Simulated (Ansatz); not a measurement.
## SiC (Moissanite 3C, F-43m): converging a phonon calculation

How do the frequencies of SiC (Moissanite 3C, F-43m) move with q mesh, k mesh and cutoff?

Calculated with Ansatz 0.2.0; DFT LDA, scalar-relativistic, plane waves, PAW; PAW set soft_1.

## Step 1: Set-up

The structure is cubic, space group F-43m (No. 216). The conventional cell has a = 4.329 Å, b = 4.329 Å, c = 4.329 Å, α = 90.00°, β = 90.00°, γ = 90.00°. Nearest to Si lie 4 C at 1.87 Å. Nearest to C lie 4 Si at 1.87 Å. Farther neighbours are not listed.

## Step 2: Relaxing to small forces for the phonons

Phonons need a cell at rest on their own settings, so the relaxation is repeated with tight tolerances on forces and stress on the k mesh and occupations of the first response run.

input.yaml reads:

```yaml
crystal:
  lattice:
    - [0.0, 2.1646624483, 2.1646624483]
    - [2.1646624483, 0.0, 2.1646624483]
    - [2.1646624483, 2.1646624483, 0.0]
  atoms:
    - { symbol: Si, position: [0.0, 0.0, 0.0] }
    - { symbol: C, position: [0.25, 0.25, 0.25] }
kpoints:
  mp_grid: { grid: [12, 12, 12] }
hamiltonian:
  xc: lda
  pseudopotentials: { kind: paw, azcp: { folder: soft_1 }, xc_functional: pbe }
scf:
  occupations: { method: fixed }
output:
  forces: true
  stress: true
  eigenvalues: true
relax:
  adjacent_minimum: "off"
  f_tol: 0.001
  max_steps: 60
  cell: { stress_tol: 0.01 }
```

On the command line:

```sh
ansatz run input.yaml --threads 8 --pin off --max-ram 16384MiB --backend cpu --events-out ev --progress --plain --runs-dir out
```

Numbers of over 12 decimals in the logs are rounded to 6 here.

Output:

```text
Engine: ansatz 0.2.0, x86_64-unknown-linux-gnu
Pseudopotentials: kind: paw
Pseudopotential: Si, paw, valence charge 4, recommended cutoff 420 eV (normal), soft_1/Si.paw.azcp
Pseudopotential: C, paw, valence charge 4, recommended cutoff 420 eV (normal), soft_1/C.paw.azcp
Functional definition: SPW92
  exchange = slater_x
  correlation = pw_c
Crystal: 2 atoms, lattice volume = 20.286 Å³
[...]
--- Relaxed structure (3 steps of the walk, 3 accepted, 1 SCFs on fresh bases) ---
  F+E_penalty+E_count = -852.20512847 eV   max|allowed force component| = 1.110e-16 eV/Å   (the final SCF, on the basis selected at the relaxed cell)
  cell:  # Å, volume = 20.2826 Å³
    - [0, 2.164534, 2.164534]
    - [2.164534, 0, 2.164534]
    - [2.164534, 2.164534, 0]
  atoms:
    - { symbol: Si, position: [0, 0, 0] }
    - { symbol: C, position: [0.250000, 0.250000, 0.250000] }
[key lines of the parts left out:]
SCF converged after 4 iterations
Free energy (F): -852.205128 eV
Fermi energy:    9.498478 eV
P = ⅓ Tr σ = -0.0000 GPa (-0.000 kbar)
```

Elapsed: 1.4 s, on 8 threads of Intel Xeon at 2.60GHz (Ice Lake), shared host; peak memory 0.37 GiB.

Little changed from the start: no atom moved by 0.005 Å and no cell edge by 0.1 %.

Numbers from this step:

```yaml
pressure: -4.53e-5 GPa
gap_on_the_k_mesh: 1.301 eV
volume_per_atom: 10.14 Å³
direct_gap_on_mesh: 4.537 eV
```

The forces vanish by symmetry and the pressure is 0.000 GPa, within the tolerances set. The cell now holds 10.14 Å³/atom.

## Step 3: Response at finite wavevector

Stability and thermal properties need the whole zone. Linear response on a 4×4×4 q mesh gives force constants as far as a supercell of that size would, and the tensors from the zone-centre run are typed in so that the long-range dipole term is interpolated apart.

input.yaml reads:

```yaml
crystal:
  lattice:
    - [0.0, 2.164534131, 2.164534131]
    - [2.164534131, 0.0, 2.164534131]
    - [2.164534131, 2.164534131, 0.0]
  atoms:
    - { symbol: Si, position: [0.0, 0.0, 0.0] }
    - { symbol: C, position: [0.25, 0.25, 0.25] }
kpoints:
  mp_grid: { grid: [12, 12, 12] }
hamiltonian:
  xc: lda
  pseudopotentials: { kind: paw, azcp: { folder: soft_1 }, xc_functional: pbe }
scf:
  occupations: { method: fixed }
output:
  eigenvalues: true
phonons:
  method: dfpt
  qmesh: [4, 4, 4]
  temperatures: { t_max: 1000, t_step: 50 }
  qpath:
    path:
      - [[0.0, 0.0, 0.0], [-0.5, -0.5, 0.0], [-0.375, -0.375, 0.25]]
      - [[-0.375, 0.0, 0.375], [0.0, 0.0, 0.0], [0.0, 0.0, 0.5], [-0.5, -0.25, 0.25], [-0.5, -0.5, 0.0]]
    npoints: 10
  non_analytic_term:
    high_frequency_dielectric_tensor: [[6.9206, 0.0, 0.0], [0.0, 6.9206, 0.0], [0.0, 0.0, 6.9206]]
    born_effective_charges:
      - { species: Si, tensor: [[2.7312, 0.0, 0.0], [0.0, 2.7312, 0.0], [0.0, 0.0, 2.7312]] }
      - { species: C, tensor: [[-2.7312, 0.0, 0.0], [0.0, -2.7312, 0.0], [0.0, 0.0, -2.7312]] }
    source: "zone-centre run at this cell"
```

Output:

```text
Warning: phonons: the dynamical matrix that this run interpolates holds no multipole term above the dipole-dipole one, and a site of this crystal is no centre of inversion, so its interpolated transverse optical and acoustic branches and sound speeds can stay off near Gamma, and the density of states and the thermodynamics with them. What a run solves at a wave vector of phonons.qpoints, Gamma apart, where the deck admits one, is free of this, and under fd what a larger phonons.supercell samples
[...]
Crystal: 2 atoms, lattice volume = 20.283 Å³
Basis set: ecut = 420 eV, 411 PW (Γ), exchange–correlation on 48×48×48 points (8 copies of the dense FFT grid, shifted against one another)
Bands: 8, of which v1, the nominal top of the filled ones, is band 4 counted from 1 (3 counted from 0)
Symmetry: 24 space group operations
k-points: 72 of 1728 (time reversal used)
[...]
SCF iter   1: F=—  HF=-853.799653 eV  |F-HF|=—  |Δ(HF+E_count)|=         —  Δρ=1.41e-1  dr2=4.89e0  ethr=3.10e-3  ⟨swp⟩=4.5  Hψ=4009  notcnv=0  defer=70
[...]
SCF iter   8: F=-852.205129 eV  HF=-852.205129 eV  |F-HF|=1.36e-12  |Δ(HF+E_count)|=  1.27e-10  Δρ=2.52e-7  dr2=5.26e-12  ethr=1.00e-12  ⟨swp⟩=6.2  Hψ=3867  notcnv=0
SCF 1 converged in 8 iterations: F = -852.205129 eV  dr2 = 5.26e-12
[...]
NSCF: frozen V_eff on 72 k-points
[...]
DFPT response loops at q = (0, 0, 0) (fractional): preconditioner auto → none (the input reference at scf.mixing.eps_inf says where Resta's filter doesn't serve); β = 0.50; Broyden in place of MSR1
[...]
SCF converged after 8 iterations
Free energy (F): -852.205129 eV
[...]
Internal energy: -852.205129 eV  (E = F + TS)
E sigma→0 (E₀):  -852.205129 eV
Fermi energy:    9.498477 eV
[...]
--- Band table (eV; the first three rows and the last of 72) ---
[...]
--- Phonons (Γ-DFPT): 2 representative perturbations + reference (Σ response iterations 6) ---
  ASR residual: 1.425e-4 → 0.000e0 eV/Å²; symmetrization residual: 2.165e-7 eV/Å²
  ASR residual per site (eV/Å²): 2.73e-5 1.43e-4
  Γ frequencies (cm⁻¹): 0.00 0.00 0.00 797.81 797.81 797.81
--- Phonons (arbitrary-q DFPT): 8 irreducible q on the 4×4×4 mesh ---
  q = [0.0000, 0.0000, 0.0000] (star 1, of the zone-centre solve; hermiticity 2.20e-8, symmetrization 2.53e-15): -0.00 0.00 0.00 797.81 797.81 797.81
  q = [0.0000, 0.0000, 0.2500] (star 8, 2 solved perturbations on 936 of 1728 k-point pairs; hermiticity 1.22e-8, symmetrization 4.98e-15): 196.09 196.09 406.24 784.07 784.07 925.22
[...]
q = [0.0000, 0.2500, 0.2500] (star 6, 4 solved perturbations in 1608 linear systems a pass and spin channel, the states on 510 of 1728 k-point pairs; hermiticity 8.69e-9, symmetrization 2.55e-15): 275.32 275.32 402.16 782.36 782.36 928.74
[...]
sum rule: each row above includes the acoustic sum rule's correction from the zone centre's row sums; it moved no ω² by more than (1.80 cm⁻¹)²
  mesh force constants: q→R imaginary residual 1.22e-18; ASR residual 1.425e-4 → 0.000e0 eV/Å²; symmetrization residual 1.066e-14 eV/Å²
  interpolated dispersion: 63 rows × 6 modes
  density of states and harmonic sums: on the 28×28×28 q-mesh, interpolated from the force constants of a 4×4×4 supercell (with the dipole–dipole term of supplied tensors)
  largest difference from the sums on the solved wave vectors: F 6.81e-3 eV, S 1.09e-5 and C_V 3.97e-6 eV/K
  zero-point energy: 0.222393 eV/cell   skipped modes (ω ≤ 0): 3   left out of the sums: 2.28e-5 of the cell's modes: C_V's classical limit lies that fraction below 3 k_B per atom; for a crystal, a wire or a layer, F and S can be off by more, and a phonons.interpolated_qmesh denser along its periods is the remedy for the sampling
```

Run time: 23 s. Hardware: 8 threads; peak memory 0.98 GiB.

Reading the cycles: dr2 is the Hartree energy of the density residual (eV), the measure of convergence; HF is the Harris–Foulkes estimate of the energy, which meets the free energy F at convergence.

This step gave:

```yaml
sum_rule_residual_before_enforcement: 1.43e-4 eV/Å²
lowest_frequency_on_the_path: 0 cm⁻¹
point_group: -43m
highest_frequency_on_the_path_or_at_a_solved_wavevector: 973.3 cm⁻¹
mean_frequency: 597.9 cm⁻¹
debye_temperature_second_moment: 1190 K
logarithmic_mean_frequency: 544.8 cm⁻¹
highest_optical_mode_at_the_zone_centre_no_lo_to_term: 797.8 cm⁻¹
lowest_optical_zone_centre_mode: 797.8 cm⁻¹
lowest_mode_on_the_q_mesh_acoustic_modes_at_gamma_apart: 196.1 cm⁻¹
zero_point_energy_per_atom: 111.2 meV
heat_capacity_at_300_k: 13.42 J/(mol atoms K)
vibrational_entropy_at_300_k: 8.448 J/(mol atoms K)
edges_of_the_widest_gap_between_branches_on_path_and_mesh: 635, 744.6 cm⁻¹
```

Frequencies (cm⁻¹) solved at each irreducible wavevector; negative means imaginary. Frequencies by wavevector, by row:

| q in reciprocal lattice units | star | mode 1 | mode 2 | mode 3 | mode 4 | mode 5 | mode 6 |
| --- | --- | --- | --- | --- | --- | --- | --- |
| 0 0 0 | 1 | 0 | 0 | 0 | 797.8 | 797.8 | 797.8 |
| 0 0 0.25 | 8 | 196.1 | 196.1 | 406.2 | 784.1 | 784.1 | 925.2 |
| 0 0 -0.5 | 4 | 259.5 | 259.5 | 616 | 772.2 | 772.2 | 839.5 |
| 0 0.25 0.25 | 6 | 275.3 | 275.3 | 402.2 | 782.4 | 782.4 | 928.7 |
| 0 0.25 -0.5 | 24 | 327.4 | 404.5 | 544.4 | 768.3 | 777 | 862.1 |
| 0 0.25 -0.25 | 12 | 287.7 | 398.3 | 489.2 | 765.1 | 788.3 | 879.9 |
| 0 -0.5 -0.5 | 3 | 364.9 | 364.9 | 635 | 767.3 | 767.3 | 829.6 |
| 0.25 -0.5 -0.25 | 6 | 401.6 | 462.5 | 538.3 | 744.6 | 778.5 | 858.6 |

Interpolated from a 4×4×4 q mesh, with the LO-TO term (at Γ the limit along the path; where Γ stands inside the path, tables give the limit on arrival). The phonon branches at the labelled points (cm⁻¹):

| point | branch 1 | branch 2 | branch 3 | branch 4 | branch 5 | branch 6 |
| --- | --- | --- | --- | --- | --- | --- |
| Γ | 0 | 0 | 0 | 798 | 798 | 973 |
| halfway | 275 | 275 | 402 | 782 | 782 | 929 |
| X | 365 | 365 | 635 | 767 | 767 | 830 |
| halfway | 362 | 395 | 616 | 763 | 766 | 840 |
| U | 352 | 446 | 569 | 760 | 762 | 860 |
| jump to K | 352 | 446 | 569 | 760 | 762 | 860 |
| halfway | 229 | 322 | 420 | 776 | 796 | 904 |
| Γ | 0 | 0 | 0 | 798 | 798 | 973 |
| halfway | 196 | 196 | 406 | 784 | 784 | 925 |
| L | 260 | 260 | 616 | 772 | 772 | 840 |
| halfway | 327 | 390 | 562 | 767 | 772 | 860 |
| W | 402 | 462 | 538 | 745 | 778 | 859 |
| halfway | 383 | 403 | 598 | 754 | 773 | 846 |
| X | 365 | 365 | 635 | 767 | 767 | 830 |

The phonon branches as a text plot (rows in cm⁻¹):

```
    953 |******                   **********
    912 |      **               **          **
    872 |        ***     *******              **     ********
    831 |           *****                       *****        ****
    791 |*********          ***********************************
    750 |         **************                    *************
    710 |
    669 |
    629 |           ****                         **           ***
    588 |         **    ***                    **  ***      **
    547 |        *         *                          ******
    507 |                   ***               *
    466 |       *          *   *             *           ***
    426 |               *** *** *           *          **   **
    385 |      *      **       *                      * *********
    345 |    **  ***********     *         *         ***
    304 |       *           *** * **               ***
    264 |   *  *               * *        *    *****
    223 |    **                 * **         **
    182 |  **                    *  *    * **
    142 |  *                      ***     *
    101 | *                         **  **
     61 | *                          *  *
     20 |*                            **
         Γ           X  U|K            Γ         L        W     X
```

Symmetry leaves 8 wavevectors to solve. The lowest mode among them, the acoustic zeros apart, lies at q = (0, 0, 0.25) and is real, 196 cm⁻¹.

## Step 4: Another q mesh, q mesh 2×2×2

The q mesh is changed to 2×2×2, to see how far the force constants must reach.

Edit input.yaml of step 3 so:

```diff
@@ -19,3 +19,3 @@
   method: dfpt
-  qmesh: [4, 4, 4]
+  qmesh: [2, 2, 2]
   temperatures: { t_max: 1000, t_step: 50 }
```

Output:

```text
[...]
Crystal: 2 atoms, lattice volume = 20.283 Å³
Basis set: ecut = 420 eV, 411 PW (Γ), exchange–correlation on 48×48×48 points (8 copies of the dense FFT grid, shifted against one another)
Bands: 8, of which v1, the nominal top of the filled ones, is band 4 counted from 1 (3 counted from 0)
Symmetry: 24 space group operations
k-points: 72 of 1728 (time reversal used)
[...]
SCF iter   1: F=—  HF=-853.799653 eV  |F-HF|=—  |Δ(HF+E_count)|=         —  Δρ=1.41e-1  dr2=4.89e0  ethr=3.10e-3  ⟨swp⟩=4.5  Hψ=4009  notcnv=0  defer=70
[...]
SCF iter   8: F=-852.205129 eV  HF=-852.205129 eV  |F-HF|=1.36e-12  |Δ(HF+E_count)|=  1.27e-10  Δρ=2.52e-7  dr2=5.26e-12  ethr=1.00e-12  ⟨swp⟩=6.2  Hψ=3867  notcnv=0
SCF 1 converged in 8 iterations: F = -852.205129 eV  dr2 = 5.26e-12
[...]
SCF converged after 8 iterations
Free energy (F): -852.205129 eV
[...]
Internal energy: -852.205129 eV  (E = F + TS)
E sigma→0 (E₀):  -852.205129 eV
Fermi energy:    9.498477 eV
[...]
--- Band table (eV; the first three rows and the last of 72) ---
[...]
ASR residual: 1.425e-4 → 0.000e0 eV/Å²; symmetrization residual: 2.165e-7 eV/Å²
  ASR residual per site (eV/Å²): 2.73e-5 1.43e-4
  Γ frequencies (cm⁻¹): 0.00 0.00 0.00 797.81 797.81 797.81
--- Phonons (arbitrary-q DFPT): 3 irreducible q on the 2×2×2 mesh ---
[...]
interpolated dispersion: 63 rows × 6 modes
[...]
```

Run time: 4.7 s. Hardware: 8 threads; peak memory 0.54 GiB.

Numbers from this step:

```yaml
mean_frequency: 593.9 cm⁻¹
lowest_mode_on_the_q_mesh_acoustic_modes_at_gamma_apart: 259.5 cm⁻¹
edges_of_the_widest_gap_between_branches_on_path_and_mesh: 635, 767.2 cm⁻¹
```

Frequencies (cm⁻¹) solved at each irreducible wavevector; negative means imaginary. Frequencies by wavevector, by row:

| q in reciprocal lattice units | star | mode 1 | mode 2 | mode 3 | mode 4 | mode 5 | mode 6 |
| --- | --- | --- | --- | --- | --- | --- | --- |
| 0 0 0 | 1 | 0 | 0 | 0 | 797.8 | 797.8 | 797.8 |
| 0 0 -0.5 | 4 | 259.5 | 259.5 | 616 | 772.2 | 772.2 | 839.5 |
| 0 -0.5 -0.5 | 3 | 364.9 | 364.9 | 635 | 767.3 | 767.3 | 829.6 |

Interpolated from a 2×2×2 q mesh, rough between the solved points, with the LO-TO term (at Γ the limit along the path; where Γ stands inside the path, tables give the limit on arrival). The phonon branches at the labelled points (cm⁻¹):

| point | branch 1 | branch 2 | branch 3 | branch 4 | branch 5 | branch 6 |
| --- | --- | --- | --- | --- | --- | --- |
| Γ | 0 | 0 | 0 | 798 | 798 | 973 |
| halfway | 252 | 252 | 409 | 781 | 781 | 921 |
| X | 365 | 365 | 635 | 767 | 767 | 830 |
| halfway | 359 | 399 | 618 | 767 | 771 | 824 |
| U | 339 | 465 | 575 | 768 | 774 | 815 |
| jump to K | 339 | 465 | 575 | 768 | 774 | 815 |
| halfway | 206 | 310 | 425 | 782 | 788 | 898 |
| Γ | 0 | 0 | 0 | 798 | 798 | 973 |
| halfway | 181 | 181 | 402 | 786 | 786 | 924 |
| L | 260 | 260 | 616 | 772 | 772 | 840 |
| halfway | 310 | 398 | 580 | 772 | 782 | 817 |
| W | 392 | 467 | 551 | 768 | 778 | 806 |
| halfway | 378 | 406 | 603 | 768 | 773 | 818 |
| X | 365 | 365 | 635 | 767 | 767 | 830 |

The phonon branches as a text plot (rows in cm⁻¹):

```
    953 |******                   **********
    912 |      **               **          **
    872 |        ***           *              **
    831 |           ***********                 ********    *****
    791 |*********     ****************************************
    750 |         ***********                            ********
    710 |
    669 |
    629 |           ****                         ***          ***
    588 |         **    ***                    **   ***     **
    547 |        *         **                          *****
    507 |                  * **               *
    466 |       *        ** *  *             *          ****
    426 |      *        *    ** *                      *    **
    385 |             **       *            *         *  ********
    345 |    **   *********      *         *         * **
    304 |       **         **   *                  ****
    264 |   *  *             **  ***      *    ******
    223 |    **                **            **
    182 |  *                     ****    *  *
    142 |   *                     ***      *
    101 | **                        **  * *
     61 | *                          *   *
     20 |*                            ***
         Γ           X  U|K            Γ         L        W     X
```

The mean frequency is 593.9 cm⁻¹, -4.0 cm⁻¹ against the base run.

On this path the spectrum ends at 973 cm⁻¹ (at Γ). No branch goes imaginary on this path.

## Step 5: Another q mesh, q mesh 3×3×3

The q mesh is changed to 3×3×3, to see how far the force constants must reach.

Edit input.yaml of step 4 so:

```diff
@@ -19,3 +19,3 @@
   method: dfpt
-  qmesh: [2, 2, 2]
+  qmesh: [3, 3, 3]
   temperatures: { t_max: 1000, t_step: 50 }
```

Output:

```text
[...]
Crystal: 2 atoms, lattice volume = 20.283 Å³
Basis set: ecut = 420 eV, 411 PW (Γ), exchange–correlation on 48×48×48 points (8 copies of the dense FFT grid, shifted against one another)
Bands: 8, of which v1, the nominal top of the filled ones, is band 4 counted from 1 (3 counted from 0)
Symmetry: 24 space group operations
k-points: 72 of 1728 (time reversal used)
[...]
E sigma→0 (E₀):  -852.205129 eV
Fermi energy:    9.498477 eV
[...]
--- Band table (eV; the first three rows and the last of 72) ---
[...]
ASR residual: 1.425e-4 → 0.000e0 eV/Å²; symmetrization residual: 2.165e-7 eV/Å²
  ASR residual per site (eV/Å²): 2.73e-5 1.43e-4
  Γ frequencies (cm⁻¹): 0.00 0.00 0.00 797.81 797.81 797.81
--- Phonons (arbitrary-q DFPT): 4 irreducible q on the 3×3×3 mesh ---
[...]
interpolated dispersion: 63 rows × 6 modes
[...]
[key lines of the parts left out:]
SCF converged after 8 iterations
Free energy (F): -852.205129 eV
```

The job ended after 11 s (8 threads; peak memory 0.71 GiB; 71 s of CPU time).

Frequencies (cm⁻¹) solved at each irreducible wavevector; negative means imaginary. Frequencies by wavevector, by row:

| q in reciprocal lattice units | star | mode 1 | mode 2 | mode 3 | mode 4 | mode 5 | mode 6 |
| --- | --- | --- | --- | --- | --- | --- | --- |
| 0 0 0 | 1 | 0 | 0 | 0 | 797.8 | 797.8 | 797.8 |
| 0 0 0.3333 | 8 | 231.6 | 231.6 | 510 | 778.1 | 778.1 | 890.9 |
| 0 0.3333 0.3333 | 6 | 325.4 | 325.4 | 511.4 | 775.1 | 775.1 | 893.1 |
| 0 0.3333 -0.3333 | 12 | 335.4 | 462.7 | 540.2 | 762.2 | 765.2 | 861.3 |

The mean frequency is 596.9 cm⁻¹, -1.0 cm⁻¹ against the base run.

[end of part 1 of 3]

[Logs are printed without paths, hosts, clocks, repeated set-up lines and the standing remarks that a program may print on its own settings, such as how far it seeks lower states.]

[Hosts, paths, dates, database ids (printed as entryN), source tags and the programs' standing remarks are cut or masked in the printed files.]
